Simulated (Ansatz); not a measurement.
**How V(100) screens a field**

Aim: image plane and induced charge of V(100).

Calculated with Ansatz 0.2.0; plane-wave DFT, PBE, Ansatz PAW, in the first sound run; inputs show where later runs differ.

The raw output is cut from this account; settings, times and results stay.

## (1) Starting point

The cell holds 9 atoms: 9 V. Its edges and angles: a = 3.020 Å, b = 3.020 Å, c = 30.080 Å, α = 90.0°, β = 90.0°, γ = 90.0°. Vacuum lies along c.

## (2) Atoms held, field 0

A sawtooth potential applies the field, turning back in the middle of the vacuum. With the dipole correction the typed value is the field outside the slab. The induced dipole is small, so the SCF threshold is tight.

input.yaml

```yaml
crystal:
  lattice:
    - [3.02, 0.0, 0.0]
    - [0.0, 3.02, 0.0]
    - [0.0, 0.0, 30.08]
  atoms:
    - { symbol: V, position: [0.0, 0.0, 0.2992021277] }
    - { symbol: V, position: [0.5, 0.5, 0.3494015957] }
    - { symbol: V, position: [0.0, 0.0, 0.3996010638] }
    - { symbol: V, position: [0.5, 0.5, 0.4498005319] }
    - { symbol: V, position: [0.0, 0.0, 0.5] }
    - { symbol: V, position: [0.5, 0.5, 0.5501994681] }
    - { symbol: V, position: [0.0, 0.0, 0.6003989362] }
    - { symbol: V, position: [0.5, 0.5, 0.6505984043] }
    - { symbol: V, position: [0.0, 0.0, 0.7007978723] }
kpoints:
  mp_grid: { grid: [18, 18, 1] }
hamiltonian:
  xc: pbe
scf:
  occupations: { method: fermi_dirac, width: 0.1 }
  convergence: { dr2_threshold: 1.0e-10 }
efield:
  axis: 3
  dipole_correction: true
  ramp_position: 0.97
  ramp_width: 0.06
  amplitude: 0
output:
  forces: true
  write_potential: true
  write_density: true
  volumetric_format: npy
```

Launch:

```bash
$ ansatz run input.yaml --threads 4 --pin off --max-ram 6144MiB --backend cpu --events-out ev --progress --plain --runs-dir out
```

Run time: 46 s. Hardware: 4 threads of Arm Neoverse V2, shared host; peak memory 1.1 GiB.

This run has no spin polarisation, although V can carry a moment.

Read from the output:

```yaml
energy_at_zero_smearing: -26208.6347 eV
work_function_upper_face: 3.854 eV
dipole_along_the_normal: 5.19e-8 e·Å
```

Running mean over 1.51 Å of the planar mean; the ramp of the sawtooth is left out. The electron's electrostatic potential energy less the Fermi level by z:

| z (Å) | electron's electrostatic potential energy less the Fermi level (eV) |
| --- | --- |
| 3.5 | 3.85 |
| 4.0 | 3.85 |
| 4.5 | 3.85 |
| 5.0 | 3.84 |
| 5.5 | 3.82 |
| 6.0 | 3.77 |
| 6.5 | 3.60 |
| 7.0 | 3.15 |
| 7.5 | 1.87 |
| 8.0 | -1.26 |
| 8.5 | -4.92 |
| 9.0 | -7.40 |
| 9.5 | -7.88 |
| 10.0 | -7.82 |
| 10.5 | -7.76 |
| 11.0 | -7.78 |
| 11.5 | -7.78 |
| 12.0 | -7.77 |
| 12.5 | -7.76 |
| 13.0 | -7.75 |
| 13.5 | -7.73 |
| 14.0 | -7.72 |
| 14.5 | -7.72 |
| 15.0 | -7.71 |
| 15.5 | -7.72 |
| 16.0 | -7.72 |
| 16.5 | -7.73 |
| 17.0 | -7.74 |
| 17.5 | -7.76 |
| 18.0 | -7.77 |
| 18.5 | -7.78 |
| 19.0 | -7.79 |
| 19.5 | -7.76 |
| 20.0 | -7.80 |
| 20.5 | -7.88 |
| 21.0 | -7.59 |
| 21.5 | -5.44 |
| 22.0 | -1.85 |
| 22.5 | 1.48 |
| 23.0 | 3.03 |
| 23.5 | 3.56 |
| 24.0 | 3.75 |
| 24.5 | 3.82 |
| 25.0 | 3.84 |
| 25.5 | 3.85 |
| 26.0 | 3.85 |
| 26.5 | 3.85 |

Force by atom:

| atom | x (eV/Å) | y (eV/Å) | z (eV/Å) | size |
| --- | --- | --- | --- | --- |
| V1 | 0.00 | 0.00 | 1.15 | 1.15 |
| V2 | 0.00 | 0.00 | -0.73 | 0.73 |
| V3 | 0.00 | 0.00 | -0.33 | 0.33 |
| V4 | 0.00 | 0.00 | 0.18 | 0.18 |
| V5 | 0.00 | 0.00 | 0.00 | 0.00 |
| V6 | 0.00 | 0.00 | -0.18 | 0.18 |
| V7 | 0.00 | 0.00 | 0.33 | 0.33 |
| V8 | 0.00 | 0.00 | 0.73 | 0.73 |
| V9 | 0.00 | 0.00 | -1.15 | 1.15 |

The work function of the upper face is 3.85 eV.

## (3) Atoms held, field 0.05 V/Å

input.yaml, as its differences from that of step 2:

```diff
@@ -27,3 +27,3 @@
   ramp_width: 0.06
-  amplitude: 0
+  amplitude: 0.05
 output:
```

The job ended after 71 s (4 threads; peak memory 1.1 GiB).

The dipole is 0.0418 e·Å.

## (4) Single point, field -0.05 V/Å

input.yaml, as its differences from that of step 3:

```diff
@@ -27,3 +27,3 @@
   ramp_width: 0.06
-  amplitude: 0.05
+  amplitude: -0.05
 output:
```

It took 71 s on 4 threads; peak memory 1.1 GiB; 4.7 min of CPU time.

The dipole is -0.0418 e·Å.

## (5) Single point, field 0.1 V/Å

input.yaml, as its differences from that of step 4:

```diff
@@ -27,3 +27,3 @@
   ramp_width: 0.06
-  amplitude: -0.05
+  amplitude: 0.1
 output:
```

The job ended after 82 s (4 threads; peak memory 1.1 GiB).

The dipole is 0.0835 e·Å.

## (6) Single point, field -0.1 V/Å

input.yaml, as its differences from that of step 5:

```diff
@@ -27,3 +27,3 @@
   ramp_width: 0.06
-  amplitude: 0.1
+  amplitude: -0.1
 output:
```

Run time: 81 s. Hardware: 4 threads; peak memory 1.1 GiB.

The dipole is -0.0835 e·Å.

## (7) Single point, field 0.2 V/Å

input.yaml, as its differences from that of step 6:

```diff
@@ -27,3 +27,3 @@
   ramp_width: 0.06
-  amplitude: -0.1
+  amplitude: 0.2
 output:
```

Elapsed: 93 s, on 4 threads; peak memory 1.1 GiB; 6.1 min of CPU time.

The dipole is 0.167 e·Å.

## (8) Atoms held, field -0.2 V/Å

input.yaml, as its differences from that of step 7:

```diff
@@ -27,3 +27,3 @@
   ramp_width: 0.06
-  amplitude: 0.2
+  amplitude: -0.2
 output:
```

It took 94 s on 4 threads; peak memory 1.1 GiB.

The dipole is -0.167 e·Å.

## (9) Single point, field 0.4 V/Å

input.yaml, as its differences from that of step 8:

```diff
@@ -27,3 +27,3 @@
   ramp_width: 0.06
-  amplitude: -0.2
+  amplitude: 0.4
 output:
@@ -33 +33,2 @@
   volumetric_format: npy
+  elf: true
```

The job ended after 83 s (4 threads; peak memory 1.1 GiB; 5.5 min of CPU time).

Running mean over 1.51 Å of the planar mean, with the applied field; the ramp of the sawtooth is left out. The electron's electrostatic potential energy less the Fermi level by z:

z (Å), electron's electrostatic potential energy less the Fermi level (eV) and a bar from the least value:
```
        4       2.79 #########################
        5       3.17 ##########################
        6       3.46 ##########################
        7       3.11 ##########################
        8      -1.23 ###############
        9      -7.40 #
       10      -7.82 
       11      -7.79 
       12      -7.77 
       13      -7.75 
       14      -7.72 
       15      -7.71 
       16      -7.72 
       17      -7.74 
       18      -7.77 
       19      -7.78 
       20      -7.80 
       21      -7.59 #
       22      -1.88 ##############
       23       3.09 ##########################
       24       4.09 ############################
       25       4.55 #############################
       26       4.96 ##############################
```

The dipole is 0.335 e·Å.

## (10) The response

This step: plane-wave DFT, PBE, Ansatz PAW; screening of a field by a metal slab (Ansatz 0.2.0).

The dipoles give the slope, and the difference of two potentials shows where the field is screened.

This step gave:

```
equivalent conductor thickness p/(ε₀AE)      : 16.58 Å
distance between the outer atoms             : 12.08 Å
inner field over outer field                 : 3.65e-4
image plane, upper face                      : 2.248 Å
induced electrons on the upper face over ε₀E : -0.9985
image plane, lower face                      : 2.247 Å
induced electrons on the lower face over ε₀E : 0.9987
```

Table of dipole of the cell by applied field:

| applied field (V/Å) | dipole of the cell (e·Å) |
| --- | --- |
| -0.200 | -0.167 |
| -0.100 | -0.0835 |
| -0.050 | -0.0418 |
| 0.000 | 0 |
| 0.050 | 0.0418 |
| 0.100 | 0.0835 |
| 0.200 | 0.167 |
| 0.400 | 0.335 |

Local field over the applied field, running mean. From the potentials at -0.05 and 0.05 V/Å; running mean over 1.51 Å. Table of local field over applied field by z:

| z (Å) | local field over applied field |
| --- | --- |
| 5 | 0.968 |
| 6 | 0.856 |
| 7 | 0.495 |
| 8 | -0.00729 |
| 9 | -0.0552 |
| 10 | -6.0e-4 |
| 11 | 0.00302 |
| 12 | 8.4e-4 |
| 13 | -5.6e-4 |
| 14 | 3.6e-4 |
| 15 | 2.9e-4 |
| 16 | 4.0e-4 |
| 17 | -4.4e-4 |
| 18 | 6.4e-4 |
| 19 | 0.00346 |
| 20 | -2.6e-4 |
| 21 | -0.0458 |
| 22 | -0.0303 |
| 23 | 0.452 |
| 24 | 0.839 |
| 25 | 0.964 |

Electrons, planar mean, per unit field. The induced electron density by z:

| z (Å) | induced electron density (e/Å³ per V/Å) |
| --- | --- |
| 5 | 2.3e-4 |
| 6 | 9.7e-4 |
| 7 | 0.00309 |
| 8 | 0.00261 |
| 9 | -3.5e-4 |
| 10 | 6.2e-5 |
| 11 | 6.7e-5 |
| 12 | 6.0e-5 |
| 13 | 5.3e-6 |
| 14 | 1.7e-6 |
| 15 | 0 |
| 16 | -4.1e-6 |
| 17 | -4.1e-6 |
| 18 | -6.0e-5 |
| 19 | -6.2e-5 |
| 20 | -1.9e-5 |
| 21 | 2.4e-4 |
| 22 | -0.00215 |
| 23 | -0.00328 |
| 24 | -0.00109 |
| 25 | -2.6e-4 |

By hand: between -0.05 and 0.05 V/Å the dipole changes by 0.08355 e·Å, a slope of 0.8355 e·Å²/V. A perfect conductor of thickness t has p = ε₀AEt, so t = 180.95 × 0.8355 / 9.120 = 16.58 Å (e/ε₀ = 180.95 V·Å, A in Å²). Less the 12.08 Å between the outer atoms, and halved, that puts each image plane 2.25 Å out.

The induced dipole is that of a conductor 16.58 Å thick.

## (11) The same run with other settings: hamiltonian.xc = "r2scan"

This step: plane-wave DFT, PBE, Ansatz PAW, but for the change named below (Ansatz 0.2.0).

A run with a changed input: it repeats the earlier run at 0.05 V/Å with hamiltonian.xc from pbe to r2scan.

input.yaml, as its differences from that of step 9:

```diff
@@ -18,3 +18,3 @@
 hamiltonian:
-  xc: pbe
+  xc: r2scan
 scf:
@@ -27,3 +27,3 @@
   ramp_width: 0.06
-  amplitude: 0.4
+  amplitude: 0.05
 output:
@@ -33,2 +33 @@
   volumetric_format: npy
-  elf: true
```

Run time: 79 s. Hardware: 4 threads; peak memory 1.7 GiB; 5.2 min of CPU time.

Read from the output:

| Property | Result |
| --- | --- |
| energy at zero smearing | -26250.1929 eV |
| dipole along the normal | 0.04217 e·Å |

Force by atom:

| atom | x (eV/Å) | y (eV/Å) | z (eV/Å) | size |
| --- | --- | --- | --- | --- |
| V1 | 0.00 | 0.00 | 1.37 | 1.37 |
| V2 | 0.00 | 0.00 | -0.78 | 0.78 |
| V3 | 0.00 | 0.00 | -0.34 | 0.34 |
| V4 | 0.00 | 0.00 | 0.18 | 0.18 |
| V5 | 0.00 | 0.00 | 0.00 | 0.00 |
| V6 | 0.00 | 0.00 | -0.18 | 0.18 |
| V7 | 0.00 | 0.00 | 0.35 | 0.35 |
| V8 | 0.00 | 0.00 | 0.78 | 0.78 |
| V9 | 0.00 | 0.00 | -1.37 | 1.37 |

| quantity | this run | earlier run | difference |
| --- | --- | --- | --- |
| dipole along the normal (e·Å) | 0.04217 | 0.04178 | 3.9e-4 |

It moves by +0.00039 e·Å.

## (12) A changed input

This step: plane-wave DFT, PBE, Ansatz PAW (Ansatz 0.2.0).

An input spoilt on purpose, to show how the run answers: it repeats the earlier run at 0.05 V/Å with efield.ramp_width from 0.06 to 0.9, and scf.max_iter set to 80.

input.yaml, as its differences from that of step 11:

```diff
@@ -18,3 +18,3 @@
 hamiltonian:
-  xc: r2scan
+  xc: pbe
 scf:
@@ -22,2 +22,3 @@
   convergence: { dr2_threshold: 1.0e-10 }
+  max_iter: 80
 efield:
@@ -26,3 +27,3 @@
   ramp_position: 0.97
-  ramp_width: 0.06
+  ramp_width: 0.9
   amplitude: 0.05
```

Wall time 0.22 s (4 threads); peak memory 0.57 GiB; 0.53 s of CPU time.

The input was rejected at the start.

The program's message: “Error: efield: ion 0 (V) at fractional coordinate 0.2992 along the field axis lies inside the sawtooth ramp with 2 of the planes that the density is read on at each end, [0.9607, 0.8793] — the ramp mu …”

The fault put into the input: a ramp so wide that it reaches the atoms.

## (13) Outcome

```
work function                                : 3.85 eV
image plane, upper face                      : 2.25 Å
induced electrons on the upper face over ε₀E : -0.998
equivalent conductor thickness p/(ε₀AE)      : 16.6 Å
inner field over outer field                 : 3.6e-4
```

**Reading.** The induced charge has its centre 2.25 Å outside the outermost atoms; this is the plane from which a capacitor's gap or an image potential counts. The equivalent conductor thickness exceeds the distance between the outer atoms by 4.50 Å, about the sum of the two image-plane distances. In the middle of the slab the field is screened to under 0.5 % of its outer value. The atoms are held at bulk positions with the tabulated experimental lattice constant. The main runs have no spin polarisation; a magnetic state could lie lower and would change these results.

[Long decimals in the printed logs are rounded to 6 places.]

[Logs are printed without paths, hosts, clocks, repeated set-up lines and the standing remarks that a program may print on its own settings, such as how far it seeks lower states.]

[Hosts, paths, dates, database ids (printed as entryN), source tags and the programs' standing remarks are cut or masked in the printed files.]

[Maps of the electrostatic potential energy from Ansatz leave out the sawtooth potential of an applied field or a dipole correction, so their vacuum need not be flat; planar profiles and work functions include it.]
